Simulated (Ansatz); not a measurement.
**A hypothetical structure for NaMg6As**

Starting from a made-up structure for NaMg6As, the aim is the relaxed cell, its shortest contacts and, where a second run follows, its electronic structure.

Main program and level: Ansatz 0.2.0; DFT, PBEsol, plane-wave PAW, files of the set soft_1, scalar-relativistic, no spin, cell and ions relaxed at zero pressure; PAW set soft_1, in the first sound run; inputs show where later runs differ.

### Step 1. The starting structure

It takes space group Amm2 (No. 38, orthorhombic). The conventional cell has a = 5.118 Å, b = 6.333 Å, c = 11.574 Å, α = 90.00°, β = 90.00°, γ = 90.00°. As has 10 Mg at 3.17 to 3.41 Å and 2 Na at 3.58 Å nearest. Mg has 10 Mg at 3.11 to 3.41 Å and 2 As at 3.17 Å nearest. Mg has 2 Na at 2.99 Å and 8 Mg at 3.03 to 3.41 Å and 2 As at 3.19 to 3.41 Å nearest. Nearest to Mg lie 10 Mg at 3.11 to 3.33 Å and 2 Na at 3.24 Å. Mg has 1 Na at 2.69 Å and 8 Mg at 3.15 to 3.33 Å and 2 As at 3.21 Å nearest. Nearest to Na lie 8 Mg at 2.69 to 3.24 Å and 2 As at 3.58 Å. Farther neighbours are not listed.

Coordinates:

```cif
data_structure
_symmetry_space_group_name_H-M 'Amm2'
_symmetry_Int_Tables_number 38
_cell_length_a 5.1180
_cell_length_b 6.3330
_cell_length_c 11.5740
_cell_angle_alpha 90.000
_cell_angle_beta 90.000
_cell_angle_gamma 90.000
_cell_volume 375.14
loop_
_atom_site_label
_atom_site_type_symbol
_atom_site_symmetry_multiplicity
_atom_site_Wyckoff_symbol
_atom_site_fract_x
_atom_site_fract_y
_atom_site_fract_z
_atom_site_occupancy
As1 As 2 b 0.50000 0.50000 0.16720 1
Mg1 Mg 2 b 0.50000 0.00000 0.17290 1
Mg2 Mg 4 e 0.50000 0.73960 0.40950 1
Mg3 Mg 2 a 0.00000 0.00000 0.32570 1
Mg4 Mg 4 d 0.00000 0.24860 0.07240 1
Na1 Na 2 a 0.00000 0.50000 0.38400 1
```

### Step 2. Relaxation of the guess

The guessed cell has no reason to be at equilibrium. It is relaxed with the atoms, within the space group of the guess.

Contents of input.yaml:

```yaml
crystal:
  lattice:
    - [5.118, 0.0, 0.0]
    - [0.0, 3.1665, 5.787]
    - [0.0, -3.1665, 5.787]
  atoms:
    - { symbol: As, position: [0.5, 0.6672, 0.6672] }
    - { symbol: Mg, position: [0.5, 0.1729, 0.1729] }
    - { symbol: Mg, position: [0.5, 0.1491, 0.6699] }
    - { symbol: Mg, position: [0.5, 0.6699, 0.1491] }
    - { symbol: Mg, position: [0.0, 0.3257, 0.3257] }
    - { symbol: Mg, position: [0.0, 0.321, 0.8238] }
    - { symbol: Mg, position: [0.0, 0.8238, 0.321] }
    - { symbol: Na, position: [0.0, 0.884, 0.884] }
kpoints:
  mp_grid: { grid: [5, 5, 5] }
scf:
  occupations: { method: fermi_dirac, width: 0.05 }
hamiltonian:
  xc: pbesol
  pseudopotentials: { kind: paw, azcp: { folder: soft_1 }, xc_functional: pbe }
relax:
  f_tol: 0.015
  max_steps: 70
  cell: {}
output:
  forces: true
  stress: true
```

Launch:

```sh
$ ansatz run input.yaml --threads 4 --pin off --max-ram 10240MiB --backend cpu --events-out ev --progress --plain --runs-dir out
```

Numbers of over 12 decimals in the logs are rounded to 6 here.

Output:

```text
Engine: ansatz 0.2.0, aarch64-unknown-linux-gnu
Pseudopotentials: kind: paw
Pseudopotential: As, paw, valence charge 15, recommended cutoff 420 eV (normal), soft_1/As.paw.azcp
Pseudopotential: Mg, paw, valence charge 10, recommended cutoff 420 eV (normal), soft_1/Mg.paw.azcp
Pseudopotential: Na, paw, valence charge 9, recommended cutoff 420 eV (normal), soft_1/Na.paw.azcp
Functional definition: PBEsol
  exchange = pbesol_x
  correlation = pbesol_c
Crystal: 8 atoms, lattice volume = 187.570 Å³
Basis set: ecut = 420 eV, 3645 PW (Γ), exchange–correlation on 72×90×90 points (8 copies of the dense FFT grid, shifted against one another)
Bands: 51, of which v1, the nominal top of the filled ones, is band 42 counted from 1 (41 counted from 0)
Symmetry: 4 space group operations
Space group: Amm2 (ITA 38), of the structure as read, at distance tolerance 5.7e-5 Å
k-points: 27 of 125 (time reversal used)
Non-local potential: As, projectors of the file, l = 0: 2, l = 1: 2, l = 2: 3, l = 3: 1
Non-local potential: Mg, projectors of the file, l = 0: 3, l = 1: 2, l = 2: 1
Non-local potential: Na, projectors of the file, l = 0: 3, l = 1: 2, l = 2: 1
PAW form: soft (Blöchl's): semilocal exchange-correlation on the pseudo side does not see the compensation charge
PAW frozen core: As, regenerated for the run's functional, and the local potential with it (the file was generated under x = pbe(κ = 0.804, μ = 0.219515), c = pbe(β = 0.066725))
PAW frozen core: Mg, regenerated for the run's functional, and the local potential with it (the file was generated under x = pbe(κ = 0.804, μ = 0.219515), c = pbe(β = 0.066725))
PAW frozen core: Na, regenerated for the run's functional, and the local potential with it (the file was generated under x = pbe(κ = 0.804, μ = 0.219515), c = pbe(β = 0.066725))
PAW one-centre angular grid: As, 590 points (default); XC on 64 Gauss nodes
PAW one-centre angular grid: Mg, 110 points (default); XC on 64 Gauss nodes
PAW one-centre angular grid: Na, 110 points (default); XC on 64 Gauss nodes
Initial density: superposition of atomic densities (chi_scale 0.1, normalization cell, long waves kept (reshape's long-wave potential 0.04 eV rms))
Initial wavefunctions: pseudopotential atomic-orbital guess
Functional: x = pbesol(κ = 0.804, μ = 0.123457), c = pbesol(β = 0.046)
SCF iter   1: F=—  HF=-17763.514548 eV  |F-HF|=—  |Δ(HF+E_count)|=         —  Δρ=4.25e-2  dr2=1.29e1  ethr=3.10e-3  ⟨swp⟩=10.4  Hψ=6455  notcnv=0  defer=4
preconditioner: auto → Kerker (q_TF=auto, 2.386 Å⁻¹)  [metal: Δε(μ)=0.026 eV  Ē_g=5.551 eV  σ=0.050 eV  W_gap=0.13  n_scr=44 (ndim 8)  ℏωp=11.5 eV  f_vac=0.000  D(μ)=4.56/eV (n_scr^D=26)]
SCF iter   2: F=—  HF=-17761.488281 eV  |F-HF|=—  |Δ(HF+E_count)|=    2.03e0  Δρ=2.13e-2  dr2=3.32e0  ethr=3.10e-3  ⟨swp⟩=3.0  Hψ=2408  notcnv=0  defer=46
SCF iter   3: F=—  HF=-17760.778859 eV  |F-HF|=—  |Δ(HF+E_count)|=   7.09e-1  Δρ=7.64e-3  dr2=3.45e-1  ethr=3.10e-3  ⟨swp⟩=3.0  Hψ=2157  notcnv=0  defer=45
SCF iter   4: F=—  HF=-17760.692005 eV  |F-HF|=—  |Δ(HF+E_count)|=   8.69e-2  Δρ=4.04e-3  dr2=9.38e-2  ethr=4.10e-4  ⟨swp⟩=3.0  Hψ=2316  notcnv=0  defer=49
SCF iter   5: F=—  HF=-17760.662913 eV  |F-HF|=—  |Δ(HF+E_count)|=   2.91e-2  Δρ=1.24e-3  dr2=5.04e-3  ethr=1.12e-4  ⟨swp⟩=2.3  Hψ=1787  notcnv=0  defer=49
SCF iter   6: F=—  HF=-17760.661609 eV  |F-HF|=—  |Δ(HF+E_count)|=   1.30e-3  Δρ=4.69e-4  dr2=6.72e-4  ethr=6.00e-6  ⟨swp⟩=2.0  Hψ=2395  notcnv=0  defer=49
SCF iter   7: F=—  HF=-17760.661343 eV  |F-HF|=—  |Δ(HF+E_count)|=   2.67e-4  Δρ=1.72e-4  dr2=9.63e-5  ethr=8.01e-7  ⟨swp⟩=2.0  Hψ=2300  notcnv=0  defer=49
SCF iter   8: F=—  HF=-17760.661250 eV  |F-HF|=—  |Δ(HF+E_count)|=   9.27e-5  Δρ=5.27e-5  dr2=9.69e-6  ethr=1.15e-7  ⟨swp⟩=2.0  Hψ=2353  notcnv=0  defer=49
SCF iter   9: F=—  HF=-17760.661248 eV  |F-HF|=—  |Δ(HF+E_count)|=   2.09e-6  Δρ=1.46e-5  dr2=6.85e-7  ethr=1.15e-8  ⟨swp⟩=2.0  Hψ=2302  notcnv=0  defer=49
SCF iter  10: F=—  HF=-17760.661248 eV  |F-HF|=—  |Δ(HF+E_count)|=   2.96e-7  Δρ=5.90e-6  dr2=1.56e-7  ethr=1.19e-10  ⟨swp⟩=5.0  Hψ=5040  notcnv=0
SCF iter  11: F=-17760.661248 eV  HF=-17760.661248 eV  |F-HF|=1.77e-8  |Δ(HF+E_count)|=   3.72e-8  Δρ=2.34e-6  dr2=3.26e-8  ethr=1.19e-10  ⟨swp⟩=4.0  Hψ=4219  notcnv=0
SCF 1 converged in 11 iterations: F = -17760.661248 eV  dr2 = 3.26e-8
  greatest PAW one-centre occupation: 1.000 electrons in one spin orbital (limit 2), on the Mg atom at site 4 (counted from 0), in its partial waves of l = 0
relax step   1: F+E_penalty+E_count = -17760.66124755 eV  Δ(F+E_penalty+E_count) = +0.000e0 eV  max|allowed force component| = 1.820e0 eV/Å  Δτ_max = 0.0000 Å  P = -1.269 GPa  Ω = 187.570 Å³  (11 SCF iters, dr2 threshold 1.00e-7 eV, accepted)
Crystal: 8 atoms, lattice volume = 179.445 Å³
Basis set: ecut = 420 eV, 3521 PW (Γ), exchange–correlation on 72×90×90 points (8 copies of the dense FFT grid, shifted against one another)
Initial density: handed on by an earlier stage of this run
Initial wavefunctions: those handed on with the density
iter 1 solved again at ethr=9.08e-5 eV; its pass at ethr=3.10e-3 eV (dr2=7.62e-2 eV) is discarded
SCF iter   1: F=—  HF=-17761.298470 eV  |F-HF|=—  |Δ(HF+E_count)|=         —  Δρ=5.14e-3  dr2=7.71e-2  ethr=9.08e-5  ⟨swp⟩=2.1  Hψ=6983  notcnv=0
preconditioner: auto → Kerker (q_TF=auto, 2.404 Å⁻¹)  [metal: Δε(μ)=0.017 eV  Ē_g=5.980 eV  σ=0.050 eV  W_gap=0.09  n_scr=44 (ndim 8)  ℏωp=11.8 eV  f_vac=0.000  D(μ)=2.28/eV (n_scr^D=8)]
SCF iter   2: F=—  HF=-17761.284817 eV  |F-HF|=—  |Δ(HF+E_count)|=   1.37e-2  Δρ=2.99e-3  dr2=3.42e-2  ethr=9.08e-5  ⟨swp⟩=1.7  Hψ=1410  notcnv=0
SCF iter   3: F=—  HF=-17761.275869 eV  |F-HF|=—  |Δ(HF+E_count)|=   8.95e-3  Δρ=5.27e-4  dr2=1.55e-3  ethr=4.07e-5  ⟨swp⟩=2.0  Hψ=2079  notcnv=0
SCF iter   4: F=—  HF=-17761.274831 eV  |F-HF|=—  |Δ(HF+E_count)|=   1.04e-3  Δρ=3.95e-4  dr2=4.61e-4  ethr=1.84e-6  ⟨swp⟩=2.0  Hψ=2003  notcnv=0
SCF iter   5: F=—  HF=-17761.274658 eV  |F-HF|=—  |Δ(HF+E_count)|=   1.73e-4  Δρ=1.16e-4  dr2=3.79e-5  ethr=5.49e-7  ⟨swp⟩=2.0  Hψ=1793  notcnv=0
SCF iter   6: F=—  HF=-17761.274652 eV  |F-HF|=—  |Δ(HF+E_count)|=   6.02e-6  Δρ=3.82e-5  dr2=4.30e-6  ethr=4.51e-8  ⟨swp⟩=2.0  Hψ=2489  notcnv=0
SCF iter   7: F=-17761.274652 eV  HF=-17761.274652 eV  |F-HF|=4.32e-7  |Δ(HF+E_count)|=   5.62e-8  Δρ=1.31e-5  dr2=6.38e-7  ethr=9.52e-10  ⟨swp⟩=5.0  Hψ=5340  notcnv=0
SCF 2 converged in 7 iterations: F = -17761.274652 eV  dr2 = 6.38e-7
[...]
[... from here on, the SCF cycles and remarks between the steps are left out ...]
relax step   4: F+E_penalty+E_count = -17761.57205786 eV  Δ(F+E_penalty+E_count) = -6.539e-2 eV  max|allowed force component| = 6.897e-2 eV/Å  Δτ_max = 0.1948 Å  P = +0.244 GPa  Ω = 173.871 Å³  energy of the carried Pulay correction = +6.646e-4 eV  (7 SCF iters, dr2 threshold 8.00e-7 eV, accepted)
relax step   5: F+E_penalty+E_count = -17761.57770418 eV  Δ(F+E_penalty+E_count) = -5.646e-3 eV  max|allowed force component| = 6.949e-2 eV/Å  Δτ_max = 0.0419 Å  P = -0.083 GPa  Ω = 175.468 Å³  energy of the carried Pulay correction = +5.845e-4 eV  (6 SCF iters, dr2 threshold 7.03e-7 eV, accepted)
relax step   6: F+E_penalty+E_count = -17761.58557557 eV  Δ(F+E_penalty+E_count) = -7.871e-3 eV  max|allowed force component| = 3.634e-2 eV/Å  Δτ_max = 0.0781 Å  P = -0.000 GPa  Ω = 175.613 Å³  energy of the carried Pulay correction = +5.773e-4 eV  (6 SCF iters, dr2 threshold 3.02e-7 eV, accepted)
relax step   7: F+E_penalty+E_count = -17761.58826491 eV  Δ(F+E_penalty+E_count) = -2.689e-3 eV  max|allowed force component| = 1.065e-1 eV/Å  Δτ_max = 0.1560 Å  P = +0.324 GPa  Ω = 176.815 Å³  energy of the carried Pulay correction = +5.175e-4 eV  (8 SCF iters, dr2 threshold 8.26e-8 eV, accepted)
relax step   8: F+E_penalty+E_count = -17761.59411327 eV  Δ(F+E_penalty+E_count) = -5.848e-3 eV  max|allowed force component| = 3.033e-2 eV/Å  Δτ_max = 0.0763 Å  P = -0.027 GPa  Ω = 177.005 Å³  energy of the carried Pulay correction = +5.081e-4 eV  (6 SCF iters, dr2 threshold 8.00e-7 eV, accepted)
relax step   9: F+E_penalty+E_count = -17761.59654843 eV  Δ(F+E_penalty+E_count) = -2.435e-3 eV  max|allowed force component| = 1.259e-2 eV/Å  Δτ_max = 0.0416 Å  P = +0.028 GPa  Ω = 177.403 Å³  energy of the carried Pulay correction = +4.884e-4 eV  (7 SCF iters, dr2 threshold 5.75e-8 eV, accepted)
relax step  10: F+E_penalty+E_count = -17761.59306855 eV  Δ(F+E_penalty+E_count) = +3.480e-3 eV  max|allowed force component| = 1.038e-1 eV/Å  Δτ_max = 0.1179 Å  P = +0.184 GPa  Ω = 179.241 Å³  energy of the carried Pulay correction = +3.981e-4 eV  (9 SCF iters, dr2 threshold 3.40e-8 eV, rejected (line search))
relax step  11: F+E_penalty+E_count = -17761.59857123 eV  Δ(F+E_penalty+E_count) = -2.023e-3 eV  max|allowed force component| = 1.484e-2 eV/Å  Δτ_max = 0.0455 Å  P = -0.057 GPa  Ω = 178.757 Å³  energy of the carried Pulay correction = +4.218e-4 eV  (11 SCF iters, accepted)
relax step  12: F+E_penalty+E_count = -17761.59798882 eV  Δ(F+E_penalty+E_count) = +5.824e-4 eV  max|allowed force component| = 2.230e-2 eV/Å  Δτ_max = 0.0509 Å  P = +0.000 GPa  Ω = 179.599 Å³  energy of the carried Pulay correction = +3.807e-4 eV  (8 SCF iters, dr2 threshold 2.33e-8 eV, rejected (line search))
relax step  13: F+E_penalty+E_count = -17761.59898411 eV  Δ(F+E_penalty+E_count) = -4.129e-4 eV  max|allowed force component| = 2.077e-3 eV/Å  Δτ_max = 0.0172 Å  P = +0.028 GPa  Ω = 178.737 Å³  energy of the carried Pulay correction = +4.228e-4 eV  (10 SCF iters, accepted)
relax step  14: F+E_penalty+E_count = -17761.59895549 eV  Δ(F+E_penalty+E_count) = +2.862e-5 eV  max|allowed force component| = 7.198e-3 eV/Å  Δτ_max = 0.0088 Å  P = -0.020 GPa  Ω = 179.143 Å³  energy of the carried Pulay correction = +4.029e-4 eV  (9 SCF iters, accepted)
Initial wavefunctions: pseudopotential atomic-orbital guess (no wavefunctions were taken with the density)
iter 1 solved again at ethr=4.35e-8 eV; its pass at ethr=3.10e-3 eV (dr2=3.66e-5 eV) is discarded
SCF iter   1: F=—  HF=-17761.598669 eV  |F-HF|=—  |Δ(HF+E_count)|=         —  Δρ=2.27e-5  dr2=1.55e-7  ethr=4.35e-8  ⟨swp⟩=3.6  Hψ=10080  notcnv=0
preconditioner: auto → Kerker (q_TF=auto, 2.405 Å⁻¹)  [metal: Δε(μ)=0.076 eV  Ē_g=6.079 eV  σ=0.050 eV  W_gap=0.36  n_scr=44 (ndim 8)  ℏωp=11.8 eV  f_vac=0.000  D(μ)=1.85/eV (n_scr^D=8)]
SCF iter   2: F=—  HF=-17761.598563 eV  |F-HF|=—  |Δ(HF+E_count)|=   1.07e-4  Δρ=1.20e-5  dr2=5.85e-8  ethr=1.84e-10  ⟨swp⟩=3.0  Hψ=2703  notcnv=0
SCF iter   3: F=—  HF=-17761.598563 eV  |F-HF|=—  |Δ(HF+E_count)|=   7.55e-8  Δρ=3.37e-6  dr2=5.06e-9  ethr=6.96e-11  ⟨swp⟩=3.0  Hψ=2681  notcnv=0
SCF iter   4: F=—  HF=-17761.598563 eV  |F-HF|=—  |Δ(HF+E_count)|=   3.62e-9  Δρ=5.22e-7  dr2=3.00e-10  ethr=6.03e-12  ⟨swp⟩=2.0  Hψ=1834  notcnv=0
SCF iter   5: F=-17761.598563 eV  HF=-17761.598563 eV  |F-HF|=3.64e-12  |Δ(HF+E_count)|=  2.55e-11  Δρ=1.46e-7  dr2=3.49e-11  ethr=1.00e-12  ⟨swp⟩=5.0  Hψ=4918  notcnv=0
SCF 15 converged in 5 iterations: F = -17761.598563 eV  dr2 = 3.49e-11
relax step  15: F+E_penalty+E_count = -17761.59856290 eV  Δ(F+E_penalty+E_count) = +3.926e-4 eV  max|allowed force component| = 7.195e-3 eV/Å  Δτ_max = 0.0000 Å  P = -0.019 GPa  Ω = 179.143 Å³  stress off target by 2.74e-2 GPa  SCF on the basis re-selected at this cell (its energy is not comparable with the rows above)  (5 SCF iters)
basis re-selected at this cell: Δ(F+E_penalty+E_count) = +3.926e-4 eV, ΔP = +0.000 GPa vs the last step (what re-selecting the basis moved, of the pressure what is left beyond the Pulay correction that the steps carried, after the strain that the cell walked since its last selection, with what the two solves' SCF thresholds leave and, on support functions, any second-order correction that the steps lacked; it is no m [...]
SCF converged after 5 iterations
Free energy (F): -17761.598563 eV
Harris-Foulkes:  -17761.598563 eV  (|F-HF|=3.64e-12)
Internal energy: -17761.582805 eV  (E = F + TS)
E sigma→0 (E₀):  -17761.590684 eV
Entropy (-TS):   -0.015758 eV (-1.970 meV/atom)
Fermi energy:    6.006442 eV
--- Per-component energies (eV) ---
  E_band       = -2609.234917
  E_kinetic    = 626.537840
  E_local      = -13838.859568  (includes V_loc(G=0)·N_el)
  E_nonlocal   = 1063.691144
  E_hartree    = 5164.587934
  E_xc         = -260.750596
  E_vxc        = -320.902836  (∫ρ·V_xc dr)
  E_paw        = -3995.644307  (= ΣΔE_a)
  E_vpaw       = -468.876782  (= ΣTr[D̂ρ^β])
  E_aug_tail   = -0.000879  (compensation charges beyond the density's cutoff)
  E_ewald      = -6522.518670
  E_core_change = 1.374298  (= ΣΔE_core)
  E_smearing   = -0.015758  (= −TS)
  E_closure    = -0.000000  (closes the sum)
  Σ components = -17761.598563   (vs F -17761.598563, Δ=0.00e0)
--- Forces (eV/Å), atoms counted from 1 ---
  atom   1  As     0.00000000    -0.00000000     0.00305226
  atom   2  Mg     0.00000000    -0.00000000     0.00719551
  atom   3  Mg     0.00000000     0.00629105    -0.00500952
  atom   4  Mg     0.00000000    -0.00629105    -0.00500952
  atom   5  Mg     0.00000000    -0.00000000    -0.00426632
  atom   6  Mg     0.00000000    -0.00406202     0.00008741
  atom   7  Mg     0.00000000     0.00406202     0.00008741
  atom   8  Na     0.00000000    -0.00000000     0.00386519
  max |Σ_I F_I| component: 2.42e-6 eV/Å
--- Stress (GPa, compression-positive) ---
       -0.027402      -0.000000      -0.000000
       -0.000000      -0.024168      -0.000000
       -0.000000      -0.000000      -0.006227
  P = ⅓ Tr σ = -0.0193 GPa (-0.193 kbar)
--- Relaxed structure (14 steps of the walk, 12 accepted, 1 SCFs on fresh bases) ---
  F+E_penalty+E_count = -17761.59856290 eV   max|allowed force component| = 7.195e-3 eV/Å   (the final SCF, on the basis selected at the relaxed cell)
  cell:  # Å, volume = 179.1433 Å³
    - [4.904963, 0.0, 0.0]
    - [0.0, 3.158106, 5.782398]
    - [0.0, -3.158106, 5.782398]
  atoms:
    - { symbol: As, position: [0.5, 0.642401, 0.642401] }
    - { symbol: Mg, position: [0.5, 0.181358, 0.181358] }
    - { symbol: Mg, position: [0.5, 0.185692, 0.678353] }
    - { symbol: Mg, position: [0.5, 0.678353, 0.185692] }
    - { symbol: Mg, position: [0, 0.341713, 0.341713] }
    - { symbol: Mg, position: [0, 0.330977, 0.834151] }
    - { symbol: Mg, position: [0, 0.834151, 0.330977] }
    - { symbol: Na, position: [0, 0.818954, 0.818954] }
```

It took 2.2 min on 4 threads of Arm Neoverse N1, shared host; peak memory 0.61 GiB; 8.6 min of CPU time.

The steps of the relaxation:

```csv
step,energy less that of the first step (eV),largest force component (eV/Å),pressure (GPa),volume (Å³)
1,0.0000,1.8198,-1.27,187.57
2,-0.6134,1.0295,-0.64,179.44
3,-0.8454,0.4881,0.05,174.70
4,-0.9108,0.0690,0.24,173.87
5,-0.9165,0.0695,-0.08,175.47
6,-0.9243,0.0363,0.00,175.61
7,-0.9270,0.1065,0.32,176.81
8,-0.9329,0.0303,-0.03,177.00
9,-0.9353,0.0126,0.03,177.40
10,-0.9318,0.1038,0.18,179.24
11,-0.9373,0.0148,-0.06,178.76
12,-0.9367,0.0223,0.00,179.60
13,-0.9377,0.0021,0.03,178.74
14,-0.9377,0.0072,-0.02,179.14
15*,-0.9373,0.0072,-0.02,179.14
```

Relaxation steps marked * repeat the geometry before them on a plane-wave basis chosen anew for their cell, so energy and pressure can jump there. Relaxation steps 10, 12 were tried and not accepted.

Forces are held to the 4 operations that the run works with; a distortion that breaks them can't arise in this run.

```csv
"conventional cell, symmetrised",before,after,change
a (Å),5.118,4.905,-4.2 %
b (Å),6.333,6.316,-0.3 %
c (Å),11.574,11.565,-0.1 %
volume (Å³/atom),23.45,22.39,-4.5 %
```

The atoms that moved most (Å, as changes of fractional coordinates times the final cell):

```csv
atom,dx,dy,dz,length
Na8,0.000,0.000,-0.752,0.752
As1,0.000,0.000,-0.287,0.287
Mg4,0.000,-0.089,0.260,0.275
Mg3,0.000,0.089,0.260,0.275
Mg5,0.000,0.000,0.185,0.185
Mg6,0.000,-0.001,0.118,0.118
Mg7,0.000,0.001,0.118,0.118
Mg2,0.000,0.000,0.098,0.098
```

Numbers from this step:

```
free energy             : -17761.5986 eV
energy at zero smearing : -17761.5907 eV
smearing term TS        : 0.01576 eV
Fermi energy            : 6.006 eV
electrons               : 84
symmetry operations     : 4
pressure                : -0.01927 GPa
```

Shortest distances by pair of elements, guess and relaxed (not always the same contact):

```csv
pair,guess (Å),relaxed (Å)
As–Mg,3.167,2.888
Mg–Mg,3.035,3.008
Mg–Na,2.690,3.162
As–Na,3.584,3.191
As–As,5.118,4.905
```

The relaxation ends with a largest force component of 0.0072 eV/Å and a pressure of -0.02 GPa.

(Part 1 of 2 ends here.)

[Logs are printed without paths, hosts, clocks, repeated set-up lines and the standing remarks that a program may print on its own settings, such as how far it seeks lower states.]

[Hosts, paths, dates, database ids (printed as entryN), source tags and the programs' standing remarks are cut or masked in the printed files.]
